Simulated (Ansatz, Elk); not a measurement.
## YTlBi2: X-ray structure factors from the self-consistent density

The structure of YTlBi2 used here is made up (a known structure type with other elements) and was relaxed beforehand with PBE. The aim is the Fourier transform of its all-electron density, F(hkl), set beside the sum over free spherical atoms that refinements use.

Program: Elk 11.2.3 (patched build). Level of theory: DFT, PBE, all-electron APW+lo, Dirac cores, scalar-relativistic bands, static density, no spin. Results are calculated unless marked as measured.

This account leaves out most program logs.

The structure was built from a prototype and need not be the compound's stable phase.

### 1. Starting point

The structure is tetragonal, space group P4/nmm (No. 129). The conventional cell has a = 4.594 Å, b = 4.594 Å, c = 11.714 Å, α = 90.00°, β = 90.00°, γ = 90.00°. Nearest to Bi lie 4 Bi at 3.25 Å and 4 Y at 3.39 Å. Nearest to Bi lie 4 Y at 3.31 Å and 4 Tl at 3.55 Å. Nearest to Tl lie 4 Tl at 3.25 Å and 4 Bi at 3.55 Å. Nearest to Y lie 8 Bi at 3.31 to 3.39 Å. Farther neighbours are not listed.

### 2. Ground state and structure factors

An all-electron density is needed, since X-rays see the cores too. Task 0 finds the density and task 195 Fourier-transforms it; tshift is off so that phases refer to the origin typed.

Contents of elk.in:

```
tasks
  0
  195

xctype
  20

spinpol
  .false.

rgkmax
  7.0

gmaxvr
  14.0

lmaxo
  7

lmaxapw
  8

swidth
  0.002

tshift
  .false.

ramdisk
  .false.

hmaxvr
  5.5

maxscl
  120

epspot
  1e-06

sppath
  './'

avec
  8.68159831722 0.00000000000 0.00000000000
  0.00000000000 8.68159831722 0.00000000000
  0.00000000000 0.00000000000 22.13574299346

atoms
  3
  'Bi.in'
  4
  0.5000000000 0.5000000000 0.5000000000   0.000000 0.000000 0.000000
  0.0000000000 -0.0000000000 0.5000000000   0.000000 0.000000 0.000000
  0.5000000000 -0.0000000000 0.2311844002   0.000000 0.000000 0.000000
  -0.0000000000 0.5000000000 0.7688155998   0.000000 0.000000 0.000000
  'Tl.in'
  2
  0.5000000000 0.5000000000 -0.0000000000   0.000000 0.000000 0.000000
  -0.0000000000 0.0000000000 0.0000000000   0.000000 0.000000 0.000000
  'Y.in'
  2
  0.5000000000 0.0000000000 0.7128992505   0.000000 0.000000 0.000000
  -0.0000000000 0.5000000000 0.2871007495   0.000000 0.000000 0.000000

ngridk
  5 5 2
```

Command:

```console
> OMP_NUM_THREADS=4 elk
```

The job ended after 78 s (4 threads of Intel Xeon Platinum 8375C at 2.90GHz (Ice Lake), shared host; peak memory 0.46 GiB; 3 min of CPU time).

SFACRHO.OUT:

```text

h k l indices transformed by vhmat matrix:
   1.000000000       0.000000000       0.000000000    
   0.000000000       1.000000000       0.000000000    
   0.000000000       0.000000000       1.000000000    

      h      k      l  multipl.   |H|            Re(F)            Im(F)           |F|

      0      0      0      1   0.0000000       572.00000      0.17228305E-15   572.00000    
      0      0      1      2  0.28384795      -2.1738052     -0.46306688E-13   2.1738052    
      0      0      2      2  0.56769590       95.109035      0.98401712E-13   95.109035    
      0     -1      0      4  0.72373601       0.0000000     -0.31969692E-13  0.31969692E-13
      0     -1     -1      4  0.77740817      0.14470840E-14  -85.964529       85.964529    
      0      1      1      4  0.77740817      0.14470840E-14   85.964529       85.964529    
      0      0     -3      2  0.85154385      -12.088949      0.20838010E-12   12.088949    
      0     -1     -2      4  0.91982197     -0.57883360E-14  -65.558724       65.558724    
      0      1      2      4  0.91982197     -0.57883360E-14   65.558724       65.558724    
     -1      1      0      4   1.0235173       79.922063      0.10301746E-14   79.922063    
      1      1      1      8   1.0621475      -5.2450662     -0.23153344E-13   5.2450662    
      1      0     -3      4   1.1175512      0.14470840E-13  -87.676936       87.676936    
     -1      0      3      4   1.1175512      0.14470840E-13   87.676936       87.676936    
      0      0      4      2   1.1353918       454.84475      0.18522675E-12   454.84475    
     -1      1      2      8   1.1704129       482.38208      0.92613376E-13   482.38208    
     -1     -1     -3      8   1.3314333       6.5431178      0.18233258E-12   6.5431178    
      1      0     -4      4   1.3464429     -0.28941680E-14  -112.62102       112.62102    
      1      0      4      4   1.3464429     -0.20259176E-13   112.62102       112.62102
```

Elk indexes on the primitive cell of elk.in and gives |H| = 4π sin θ/λ in inverse bohr. Below, one row stands for each form hkl of the conventional cell (m members, Friedel mates merged), F is for one primitive cell and the density is static (no thermal factor). Free-atom factors are Waasmaier and Kirfel's, and R is Σm||F|−|F'||/Σm|F|.

| hkl | m | sin θ/λ (Å⁻¹) | abs F, DFT | neutral atoms | diff. | abs of complex diff. |
| --- | --- | --- | --- | --- | --- | --- |
| 001 | 2 | 0.043 | 2.174 | 2.115 | +0.058 | 0.058 |
| 002 | 2 | 0.085 | 95.109 | 95.457 | -0.348 | 0.348 |
| 100 | 4 | 0.109 | 0.000 | 0.000 | +0.000 | 0.000 |
| 101 | 8 | 0.117 | 85.965 | 86.004 | -0.040 | 0.040 |
| 003 | 2 | 0.128 | 12.089 | 12.293 | -0.204 | 0.204 |
| 102 | 8 | 0.138 | 65.559 | 65.357 | +0.202 | 0.202 |
| 110 | 4 | 0.154 | 79.922 | 79.782 | +0.140 | 0.140 |
| 111 | 8 | 0.160 | 5.245 | 5.214 | +0.031 | 0.031 |
| 103 | 8 | 0.168 | 87.677 | 87.570 | +0.107 | 0.107 |
| 004 | 2 | 0.171 | 454.845 | 455.079 | -0.234 | 0.234 |
| 112 | 8 | 0.176 | 482.382 | 482.961 | -0.579 | 0.579 |
| 113 | 8 | 0.200 | 6.543 | 6.567 | -0.024 | 0.024 |
| 104 | 8 | 0.203 | 112.621 | 112.813 | -0.192 | 0.192 |
| 005 | 2 | 0.213 | 19.279 | 19.033 | +0.246 | 0.246 |
| 200 | 4 | 0.218 | 468.762 | 469.630 | -0.868 | 0.868 |
| 201 | 8 | 0.222 | 0.430 | 0.329 | +0.101 | 0.101 |
| 114 | 8 | 0.230 | 112.426 | 112.717 | -0.291 | 0.291 |
| 202 | 8 | 0.234 | 83.866 | 83.799 | +0.067 | 0.067 |
| 105 | 8 | 0.240 | 88.337 | 88.480 | -0.143 | 0.143 |
| 210 | 8 | 0.243 | 0.000 | 0.000 | +0.000 | 0.000 |
| 211 | 16 | 0.247 | 75.986 | 76.232 | -0.247 | 0.247 |
| 203 | 8 | 0.253 | 12.075 | 12.087 | -0.012 | 0.012 |

### 3. The highest occupied states alone

An energy window below the Fermi level keeps the highest occupied states, to see at which angles they scatter; shallow core shells can lie inside it and anion s states outside. No new self-consistency is needed.

elk.in, as its differences from that of step 2:

```diff
@@ -1,3 +1,2 @@
 tasks
-  0
   195
@@ -40,2 +39,5 @@
 
+wsfac
+  -0.321680 0.529560
+
 sppath
```

Command:

```console
> OMP_NUM_THREADS=4 elk
```

It took 36 s on 4 threads; peak memory 0.29 GiB.

States within 15 eV below the Fermi level hold 52.00 electrons; any levels below the window count with the cores. Their amplitudes can exceed the total, where window and core parts have opposite phase:

| hkl | sin θ/λ (Å⁻¹) | abs F, window | abs F, all |
| --- | --- | --- | --- |
| 001 | 0.043 | 15.589 | 2.174 |
| 002 | 0.085 | 18.773 | 95.109 |
| 100 | 0.109 | 0.000 | 0.000 |
| 101 | 0.117 | 3.042 | 85.965 |
| 003 | 0.128 | 13.009 | 12.089 |
| 102 | 0.138 | 1.301 | 65.559 |
| 110 | 0.154 | 14.372 | 79.922 |
| 111 | 0.160 | 11.842 | 5.245 |
| 103 | 0.168 | 1.532 | 87.677 |
| 004 | 0.171 | 16.334 | 454.845 |

### 4. Another functional

The difference from free atoms is small, so it is set against the change that PBEsol makes.

elk.in, as its differences from that of step 3:

```diff
@@ -1,2 +1,3 @@
 tasks
+  0
   195
@@ -4,3 +5,3 @@
 xctype
-  20
+  22
 
@@ -39,5 +40,2 @@
 
-wsfac
-  -0.321680 0.529560
-
 sppath
```

Command:

```console
> OMP_NUM_THREADS=4 elk
```

Run time: 79 s. Hardware: 4 threads; peak memory 0.46 GiB.

Against the first run R = 0.01 %; the largest change is -0.034 at 004.

### 5. Basis size

The basis and the expansions that go with it are enlarged, to see whether the differences are converged.

elk.in, as its differences from that of step 4:

```diff
@@ -5,3 +5,3 @@
 xctype
-  22
+  20
 
@@ -11,12 +11,12 @@
 rgkmax
-  7.0
+  8.5
 
 gmaxvr
-  14.0
+  18.0
 
 lmaxo
-  7
+  9
 
 lmaxapw
-  8
+  10
```

Command:

```console
> OMP_NUM_THREADS=4 elk
```

Wall time 3.2 min (4 threads); peak memory 0.81 GiB.

Against the first run R = 0.00 %; the largest change is -0.029 at 312.

### 6. Settings against the effect

| run | R against the first run (%) | R against neutral atoms, low angle (%) | wall time |
| --- | --- | --- | --- |
| PBE, rgkmax 7 | 0.00 | 0.14 | 78 s |
| PBEsol | 0.01 | 0.14 | 79 s |
| rgkmax 8.5 with larger expansions | 0.00 | 0.14 | 3.2 min |

### 7. Summary of results

```json
{"R against neutral atoms, sin θ/λ < 0.3 Å⁻¹": "0.14 %", "R against neutral atoms, 0.3 to 0.56 Å⁻¹": "0.04 %"}
```

What this shows: Independent neutral atoms miss the calculated amplitudes by R = 0.14 % below 0.3 Å⁻¹ and 0.04 % from there to 0.56 Å⁻¹; by shells, 0.22 % below 0.15 Å⁻¹ (5 forms), 0.13 % 0.15 to 0.3 (24 forms), 0.05 % 0.3 to 0.45 (49 forms), 0.04 % above 0.45 (64 forms). Bonding, aspherical density and the tables' own atoms all enter these figures, and the runs don't part them. The largest change of an amplitude is -0.87 electrons, at 200. Weak lines can change much in proportion: 201 goes from 0.33 to 0.43. The window's part falls from 52.0 electrons at the origin to at most 0.85 between 0.45 and 0.56 Å⁻¹, where compact states inside the window still scatter. The window holds more than the 32 outer electrons of the free atoms, so shallow core shells lie inside it. Below 0.3 Å⁻¹ the changes that finished (PBEsol and rgkmax 8.5 with larger expansions) move F by R = 0.01 % at most, against the 0.14 % that separates it from free atoms. The k-mesh has no finished test. Spin-orbit coupling is left out, which can matter for elements this heavy. Part of the difference isn't bonding: the tables are fits to free atoms and ions calculated by other methods than this functional. Thermal motion, anomalous dispersion and extinction are left out.

[Logs are printed without paths, hosts, clocks, repeated set-up lines and the standing remarks that a program may print on its own settings, such as how far it seeks lower states.]

[Hosts, paths, dates, database ids (printed as entryN), source tags and the programs' standing remarks are cut or masked in the printed files.]
